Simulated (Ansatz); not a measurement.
**What Tl2S (model cell, started as cuprite) distorts into**

Aim: this structure of Tl2S (model cell, started as cuprite) is to be tested for unstable modes, and one is followed downhill.

Main program and level: Ansatz 0.2.0; DFT PBEsol, scalar-relativistic, plane waves, PAW.

Report form: the programs' logs are mostly left out.

The structure was built from a prototype and need not be the compound's stable phase.

### 1. The starting structure

It takes space group Pn-3m (No. 224, cubic). The conventional cell has a = 6.637 Å, b = 6.637 Å, c = 6.637 Å, α = 90.00°, β = 90.00°, γ = 90.00°. S has 4 Tl at 2.87 Å nearest. Tl has 2 S at 2.87 Å nearest. Farther neighbours and most contacts between anions are not listed.

Coordinates:

```cif
data_structure
_symmetry_space_group_name_H-M 'Pn-3m:1'
_symmetry_Int_Tables_number 224
_cell_length_a 6.6368
_cell_length_b 6.6368
_cell_length_c 6.6368
_cell_angle_alpha 90.000
_cell_angle_beta 90.000
_cell_angle_gamma 90.000
_cell_volume 292.34
loop_
_atom_site_label
_atom_site_type_symbol
_atom_site_symmetry_multiplicity
_atom_site_Wyckoff_symbol
_atom_site_fract_x
_atom_site_fract_y
_atom_site_fract_z
_atom_site_occupancy
S1 S 2 a 0.00000 0.00000 0.00000 1
Tl1 Tl 4 b 0.25000 0.25000 0.25000 1
```

### 2. Phonons on a q mesh

The cell comes from relaxations at this level that are not shown. Stability and thermal properties need the whole zone. Linear response on a 2×2×2 q mesh gives force constants as far as a supercell of that size would.

Input file input.yaml:

```yaml
crystal:
  lattice:
    - [6.6368285313, 0.0, 0.0]
    - [0.0, 6.6368285313, 0.0]
    - [0.0, 0.0, 6.6368285313]
  atoms:
    - { symbol: S, position: [0.0, 0.0, 0.0] }
    - { symbol: S, position: [0.5, 0.5, 0.5] }
    - { symbol: Tl, position: [0.25, 0.25, 0.25] }
    - { symbol: Tl, position: [0.75, 0.75, 0.25] }
    - { symbol: Tl, position: [0.75, 0.25, 0.75] }
    - { symbol: Tl, position: [0.25, 0.75, 0.75] }
kpoints:
  mp_grid: { grid: [6, 6, 6] }
hamiltonian:
  xc: pbesol
scf:
  occupations: { method: methfessel_paxton, width: 0.2 }
output:
  eigenvalues: true
phonons:
  method: dfpt
  qmesh: [2, 2, 2]
  temperatures: { t_max: 1000, t_step: 50 }
  qpath:
    path:
      - [[0.0, 0.0, 0.0], [0.0, 0.5, 0.0], [0.5, 0.5, 0.0], [0.0, 0.0, 0.0], [0.5, 0.5, 0.5], [0.0, 0.5, 0.0]]
      - [[0.5, 0.5, 0.5], [0.5, 0.5, 0.0]]
    npoints: 10
```

Started as:

```
$ ansatz run input.yaml --threads 8 --pin off --max-ram 14336MiB --backend cpu --events-out ev --progress --plain --runs-dir out
```

Wall time 4.4 min (8 threads of Arm Neoverse N1, shared host); peak memory 3.3 GiB.

This step gave:

```yaml
volume_per_atom: 48.72 Å³
gap_on_the_k_mesh: 0 eV
sum_rule_residual_before_enforcement: 2.31e-5 eV/Å²
lowest_frequency_on_the_path: -147.2 cm⁻¹
point_group: m-3m
highest_frequency_on_the_path_or_at_a_solved_wavevector: 134.1 cm⁻¹
highest_optical_mode_at_the_zone_centre_no_lo_to_term: 82.66 cm⁻¹
lowest_optical_zone_centre_mode: -147.2 cm⁻¹
lowest_mode_on_the_q_mesh_acoustic_modes_at_gamma_apart: -147.2 cm⁻¹
```

Frequencies (cm⁻¹) solved at each irreducible wavevector; negative means imaginary. Frequencies by wavevector, by row:

```
q in reciprocal lattice units  star  mode 1  mode 2  mode 3  mode 4  mode 16  mode 17  mode 18
                        0 0 0     1  -147.2  -147.2  -147.2   -44.4     82.3     82.3     82.7
                     0 0 -0.5     3   -75.3   -75.3   -43.5   -43.5     97.2      127      127
                  0 -0.5 -0.5     3   -86.4   -86.4   -42.4   -42.4     76.3    133.1    133.1
               -0.5 -0.5 -0.5     1  -129.5  -129.5  -129.5   -40.9    117.2    117.2    117.2
```

Interpolated from a 2×2×2 q mesh. Phonon branches along the path, in cm⁻¹:

```csv
point,branch 1,branch 2,branch 3,branch 4,branch 15,branch 16,branch 17,branch 18
Γ,-147,-147,-147,-44,82,82,82,83
halfway,-118,-118,-100,-44,69,108,108,109
X,-75,-75,-44,-44,97,97,127,127
halfway,-77,-77,-48,-48,86,86,131,131
M,-86,-86,-42,-42,76,76,133,133
halfway,-104,-99,-68,-44,67,100,118,127
Γ,-147,-147,-147,-44,82,82,82,83
halfway,-102,-102,-55,-42,74,99,126,126
R,-130,-130,-130,-41,88,117,117,117
halfway,-100,-94,-77,-40,74,110,126,130
X,-75,-75,-44,-44,97,97,127,127
jump to R,-130,-130,-130,-41,88,117,117,117
halfway,-111,-111,-101,-40,80,111,126,126
M,-86,-86,-42,-42,76,76,133,133
```

Symmetry leaves 4 wavevectors to solve. The lowest mode among them, the acoustic zeros apart, lies at Γ and is imaginary, 147.2i cm⁻¹, so the energy falls along it.

### 3. The mode frozen in, largest atomic shift 0 Å

The mode followed lies at Γ with frequency 147.2i cm⁻¹ and is 3-fold degenerate, the softest among the wavevectors solved. At small amplitude the distorted cell has space group no. 39 by a symmetry search on the positions. The undistorted cell that holds it gives the zero of energy on the same k mesh.

input.yaml, the sections that differ from step 2:

```yaml
output:
  forces: true
  stress: true
  eigenvalues: true
# crystal, kpoints, hamiltonian, scf: as in step 2
# phonons: removed
```

The job ended after 2.9 s (8 threads; peak memory 0.93 GiB; 21 s of CPU time).

Numbers from this step:

```
pressure                         : -0.004849 GPa
energy from the undistorted cell : 0 meV/atom
```

The run ends at a pressure of 0.00 GPa.

### 4. The mode frozen in, largest atomic shift 0.45 Å

The atoms are moved along the unstable eigenvector, the largest shift by 0.45 Å, with the cell fixed.

input.yaml, the sections that differ from step 3:

```yaml
crystal:
  lattice:
    - [6.6368285313, 0.0, 0.0]
    - [0.0, 6.6368285313, 0.0]
    - [0.0, 0.0, 6.6368285313]
  atoms:
    - { symbol: S, position: [-0.047944293, 0.0, -0.047944293] }
    - { symbol: S, position: [0.452055707, 0.5, 0.452055707] }
    - { symbol: Tl, position: [0.2535745245, 0.2496282836, 0.2535745245] }
    - { symbol: Tl, position: [0.7539462409, 0.75, 0.2539462409] }
    - { symbol: Tl, position: [0.7535745245, 0.2503717164, 0.7535745245] }
    - { symbol: Tl, position: [0.2539462409, 0.75, 0.7539462409] }
# kpoints, hamiltonian, scf, output: as in step 3
```

The job ended after 10 s (8 threads; peak memory 0.99 GiB; 78 s of CPU time).

This step gave:

```
pressure                         : 0.4899 GPa
gap on the k-mesh                : 0.5288 eV
energy from the undistorted cell : -26.54 meV/atom
```

The energy, extrapolated to zero smearing, is -26.54 meV/atom against the undistorted cell.

The run ends at a pressure of 0.49 GPa, with forces up to 0.80 eV/Å.

### 5. Energy along the mode, all amplitudes (two of the runs are shown above)

An imaginary frequency means negative curvature, so the energy should fall and then rise again as anharmonic terms take over.

Numbers from this step:

- depth at the lowest point sampled: 26.54 meV/atom
- largest atomic shift at that point: 0.45 Å

The energy from the parent by largest atomic shift:

| largest atomic shift (Å) | energy from the parent (meV/atom) |
| --- | --- |
| 0.000 | 0 |
| 0.040 | -0.76 |
| 0.080 | -2.87 |
| 0.140 | -7.67 |
| 0.220 | -15.3 |
| 0.320 | -23.6 |
| 0.450 | -26.5 |
| 0.600 | -3.50 |

Displacement at unit largest shift by atom:

```csv
atom,x (Å),y (Å),z (Å),size
S1,-0.707,0.000,-0.707,1.000
S2,-0.707,0.000,-0.707,1.000
Tl3,0.053,-0.005,0.053,0.075
Tl4,0.058,0.000,0.058,0.082
Tl5,0.053,0.005,0.053,0.075
Tl6,0.058,0.000,0.058,0.082
```

The lowest of the steps tried is at 0.45 Å, 26.5 meV/atom below the parent; the bottom of the well need not coincide with a step.

### 6. Relaxing from the distorted cell

Starting from the lowest point found, all atoms and the cell are let go, so that strain and other modes of the same symmetry can join in.

input.yaml: that of step 4 with these lines changed.

```diff
@@ -22 +22,10 @@
   eigenvalues: true
+  write_density: true
+  write_potential: true
+  elf: true
+  volumetric_format: npy
+relax:
+  adjacent_minimum: "off"
+  f_tol: 0.002
+  max_steps: 120
+  cell: { stress_tol: 0.03 }
```

Elapsed: 4.4 min, on 8 threads; peak memory 1.1 GiB; 34 min of CPU time.

Relaxation path:

```
step  energy less that of the first step (eV)  largest force component (eV/Å)  pressure (GPa)  volume (Å³)
   1                                   0.0000                          0.7908            0.49       292.34
   2                                  -0.4024                          0.2440           -0.62       295.84
   3                                  -0.7244                          0.2325           -1.44       288.61
   4                                  -1.0882                          0.1359           -2.14       269.57
   5                                  -1.6298                          0.0691           -2.33       236.30
   6                                  -2.0592                          0.0622           -1.21       204.52
   7                                  -2.0048                          0.4353            1.98       178.50
   8                                  -2.1502                          0.0964           -0.16       193.50
   9                                  -2.2437                          0.0712            0.14       188.54
  10                                  -2.3366                          0.1940            1.28       177.61
  11                                  -2.5660                          0.0895            1.10       173.29
  12                                  -2.7501                          0.0987            0.73       170.58
  13                                  -2.8941                          0.0548            0.09       168.56
  14                                  -2.9413                          0.1757            0.77       162.21
  15                                  -2.8319                          0.6304           -0.37       160.90
  16                                  -2.9543                          0.0197           -0.28       165.39
  17                                  -2.9557                          0.0352            0.16       163.39
  18                                  -2.9563                          0.0034           -0.01       164.17
  19                                  -2.9564                          0.0006            0.00       164.10
 20*                                  -2.9530                          0.0006           -0.02       164.10
  21                                  -2.9531                          0.0004            0.00       163.92
 22*                                  -2.9531                          0.0004            0.00       163.92
```

Relaxation steps marked * repeat the geometry before them on a plane-wave basis chosen anew for their cell, so energy and pressure can jump there. Relaxation steps 7, 15 were tried and not accepted.

Forces are held to the 4 operations that the run works with; a distortion that breaks them can't arise in this run.

```
     cell as run  before  after   change
           a (Å)   6.637  4.735  -28.7 %
           b (Å)   6.637  7.312  +10.2 %
           c (Å)   6.637  4.735  -28.7 %
volume (Å³/atom)   48.72  27.32  -43.9 %
```

The atoms that moved most (Å, as changes of fractional coordinates times the final cell):

| atom | dx | dy | dz | length |
| --- | --- | --- | --- | --- |
| Tl5 | 0.314 | 1.115 | 0.314 | 1.200 |
| Tl3 | 0.314 | -1.115 | 0.314 | 1.200 |
| S1 | -0.626 | 0.251 | -0.626 | 0.920 |
| S2 | -0.626 | -0.251 | -0.626 | 0.920 |
| Tl4 | 0.312 | 0.000 | 0.312 | 0.441 |
| Tl6 | 0.312 | 0.000 | 0.312 | 0.441 |

This step gave:

```
pressure          : -1.68e-4 GPa
volume per atom   : 27.32 Å³
gap on the k-mesh : 0 eV
```

Valence density in the bc plane at fractional x = 0.320, with atoms of S and Tl within 0.2 Å of it. It is the smooth field of the valence electrons, not physical close to the nuclei.

Ten steps, logarithmic in the rise over the least value, from '_' (0.0 e/Å³) to '@' (7.1 e/Å³), each cell a mean:
```
____________________..::--**##%%##++--..
____________________..::==##@@@@%%**--..
____________________..::==##@@@@%%**--..
__________________....::--++####**++::..
::::::::..__....::::::::::--======--....
==++++==--::::--======--::::::::::....::
**%%%%##++----==++++++++--..........::==
##@@@@%%**====++++==++++==::..____..::++
##@@@@%%**====++++==++++--::..____..::++
**####**==----==++++++==--..........::--
--======::..::::--====--::::::::::....::
..::::....____....::::::::==++++==--::..
```
Columns run along b (7.3 Å), rows up along c (4.7 Å). Atoms in or near the plane, at fractional coordinates: S at (0.47, 0.32), Tl at (0.10, 0.32), Tl at (0.75, 0.82).

Electrostatic potential energy in the bc plane at fractional x = 0.320, with atoms of S and Tl within 0.2 Å of it. With pseudopotentials it is smooth inside the atoms' cores, unlike the true potential.

Values in eV, 7 rows by 16 columns, each cell a mean:
```
 11  11  12  12  12  12  12  12  11   6 -15 -35 -36 -27   0   9
 11  12  12  12  12  12  12  12  11   5 -20 -37 -36 -31  -2   9
  9   8   8  10  11  12  12  11  11   9   3  -9 -12  -2   7   9
-11 -23 -20  -2   8   9  -2 -12  -7   6  10  10   9  10  10   6
-34 -35 -37 -22   4   2 -25 -23 -28  -6  10  11  11  11   9  -3
-19 -31 -28  -8   7   7  -9 -20 -15   3  10  11  10  10   9   3
  7   4   5   9  11  12  11   9  10  10   6  -1  -3   3   8   9
```
Columns run along b (7.3 Å; values clipped at the 3rd and 97th percentile), rows up along c (4.7 Å). Atoms in or near the plane, at fractional coordinates: S at (0.47, 0.32), Tl at (0.10, 0.32), Tl at (0.75, 0.82).

ELF in the bc plane at fractional x = 0.320, with atoms of S and Tl within 0.2 Å of it. It is the smooth field of the valence electrons, not physical close to the nuclei.

Ten even steps from '0' (0.01) to '9' (0.85), each cell a mean:
```
00000000111134324431
00000000000243001431
00000000000243001431
00000001111134334431
23321124675213444311
44443248999731222113
42233259989972100134
30013369514984100245
30013369625984100245
43343259999962111134
34442137999621232112
12221014564223444311
```
Columns run along b (7.3 Å), rows up along c (4.7 Å). Atoms in or near the plane, at fractional coordinates: S at (0.47, 0.32), Tl at (0.10, 0.32), Tl at (0.75, 0.82).

The distorted start has space group Aem2; the relaxation ends in P4/nmm.

### 7. The new phase in its own primitive cell

The relaxed structure is symmetrised, reduced to its primitive cell and relaxed tightly, as its phonons need.

Input file input.yaml:

```yaml
crystal:
  lattice:
    - [4.7346710818, 0.0, 0.0]
    - [0.0, 4.7346710818, 0.0]
    - [0.0, 0.0, 7.3120953696]
  atoms:
    - { symbol: S, position: [0.5, 0.0, 0.7156271269] }
    - { symbol: S, position: [0.0, 0.5, 0.2843728731] }
    - { symbol: Tl, position: [0.0, 0.5, 0.6528210132] }
    - { symbol: Tl, position: [0.5, 0.5, 0.0] }
    - { symbol: Tl, position: [0.5, 0.0, 0.3471789868] }
    - { symbol: Tl, position: [0.0, 0.0, 0.0] }
kpoints:
  mp_grid: { grid: [8, 8, 6] }
hamiltonian:
  xc: pbesol
scf:
  occupations: { method: methfessel_paxton, width: 0.2 }
output:
  forces: true
  stress: true
  eigenvalues: true
relax:
  adjacent_minimum: "off"
  f_tol: 0.001
  max_steps: 60
  cell: { stress_tol: 0.01 }
```

Elapsed: 17 s, on 8 threads; peak memory 0.83 GiB.

Little changed from the start: no atom moved by 0.005 Å and no cell edge by 0.1 %.

Numbers from this step:

| Quantity | Value |
| --- | --- |
| pressure | 6.65e-4 GPa |
| volume per atom | 27.31 Å³ |

The largest force component left is 0.46 meV/Å and the pressure is 0.001 GPa, within the tolerances set. The cell now holds 27.31 Å³/atom.

### 8. Modes of the new phase, k-mesh 8×8×6

A relaxed structure may still be a saddle point, so its zone-centre modes are computed. No field response is asked, since the mesh shows no gap.

input.yaml, the sections that differ from step 7:

```yaml
crystal:
  lattice:
    - [4.7338939532, 0.0, 0.0]
    - [0.0, 4.7338939532, 0.0]
    - [0.0, 0.0, 7.3120836587]
  atoms:
    - { symbol: S, position: [0.5, 0.0, 0.7156819827] }
    - { symbol: S, position: [0.0, 0.5, 0.2843180173] }
    - { symbol: Tl, position: [0.0, 0.5, 0.6527807724] }
    - { symbol: Tl, position: [0.5, 0.5, 0.0] }
    - { symbol: Tl, position: [0.5, 0.0, 0.3472192276] }
    - { symbol: Tl, position: [0.0, 0.0, 0.0] }
output:
  eigenvalues: true
phonons:
  method: dfpt
# kpoints, hamiltonian, scf: as in step 7
# relax: removed
```

Wall time 96 s (8 threads); peak memory 2.2 GiB; 12 min of CPU time.

Numbers from this step:

| Property | Result |
| --- | --- |
| sum-rule residual before enforcement | 7.16e-5 eV/Å² |
| point group | 4/mmm |
| highest optical mode at the zone centre (no LO-TO term) | 193.7 cm⁻¹ |
| lowest optical zone-centre mode | 16.22 cm⁻¹ |

Patterns of degenerate modes are one choice out of their space. The modes at Γ (shares of kinetic energy by element, %):

| mode | frequency (cm⁻¹) | symmetry | S % | Tl % |
| --- | --- | --- | --- | --- |
| 1 | 0.0 | acoustic | 7 | 93 |
| 2 | 0.0 | acoustic | 7 | 93 |
| 3 | 0.0 | acoustic | 7 | 93 |
| 4 | 16.2 | Eg | 31 | 69 |
| 5 | 16.2 | Eg | 31 | 69 |
| 6 | 26.8 | B1g | 0 | 100 |
| 7 | 30.4 | Eu | 2 | 98 |
| 8 | 30.4 | Eu | 2 | 98 |
| 9 | 48.6 | Eg | 34 | 66 |
| 10 | 48.6 | Eg | 34 | 66 |
| 11 | 66.4 | A1g | 8 | 92 |
| 12 | 72.8 | Eu | 90 | 10 |
| 13 | 72.8 | Eu | 90 | 10 |
| 14 | 75.6 | A2u | 15 | 85 |
| 15 | 89.0 | Eg | 34 | 66 |
| 16 | 89.0 | Eg | 34 | 66 |
| 17 | 156.8 | A2u | 77 | 23 |
| 18 | 193.7 | A1g | 92 | 8 |

Displacements in mode 4 (16.2 cm⁻¹), the largest set to 1:
```
S1  -0.43 -1.00  0.00
S2   0.43  1.00  0.00
Tl3  0.22  0.50  0.00
Tl4  0.13 -0.30  0.00
Tl5 -0.22 -0.50  0.00
Tl6 -0.13  0.30  0.00
```

Displacements in mode 7 (30.4 cm⁻¹), the largest set to 1:
```
S1   0.00 -0.54  0.00
S2   0.00 -0.54  0.00
Tl3 -0.01  1.00  0.00
Tl4  0.01 -0.92  0.00
Tl5 -0.01  1.00  0.00
Tl6  0.01 -0.92  0.00
```

Before it was imposed, the acoustic sum rule was missed by 7.2e-5 eV/Å². Small misses are needed for a sound result but don't prove that mesh and cutoff are converged. The lowest optical mode is real, 16.2 cm⁻¹.

### 9. Summary of results

```yaml
unstable_mode_of_the_parent: q = (0, 0, 0), 147i cm⁻¹
depth_at_the_lowest_point_sampled: 26.5 meV/atom
largest_atomic_shift_at_that_point: 0.45 Å
space_group_reached_within_0p01_a: P4/nmm
energy_gained_over_the_parent_first_relaxation_on_the_mesh_of_the_frozen_mode: 519 meV/atom
volume_per_atom_phase_reached: 27.3 Å³
lowest_optical_zone_centre_mode_phase_reached: 16.2 cm⁻¹
highest_optical_mode_at_the_zone_centre_no_lo_to_term_phase_reached: 194 cm⁻¹
```

**Reading.** Along this mode the structure falls into P4/nmm, 519 meV/atom below the parent. At the parent's cell the well is 26.54 meV/atom deep on the steps tried, with its lowest point at a shift of 0.45 Å. Relaxing atoms and cell changes the gain by +492.12 meV/atom against the lowest step (energies at zero smearing). Most of the total comes from this relaxation. The new phase has no imaginary mode at the zone centre of its cell; other wavevectors were not checked. Of the 5 patterns followed to their end from this parent, this one reaches the lowest energy. Each path keeps the symmetry of its pattern, so a lower phase may lie along a pattern not tried. With no gap, or one that is small against the smearing, the frequencies hang on the k mesh and the smearing, most of all near Kohn anomalies. Spin-orbit coupling is left out, which can matter for the heavy elements here. The starting cell was built on a prototype and not taken from a measurement, so the phase need not exist.

[Logs are printed without paths, hosts, clocks, repeated set-up lines and the standing remarks that a program may print on its own settings, such as how far it seeks lower states.]

[Hosts, paths, dates, database ids (printed as entryN), source tags and the programs' standing remarks are cut or masked in the printed files.]
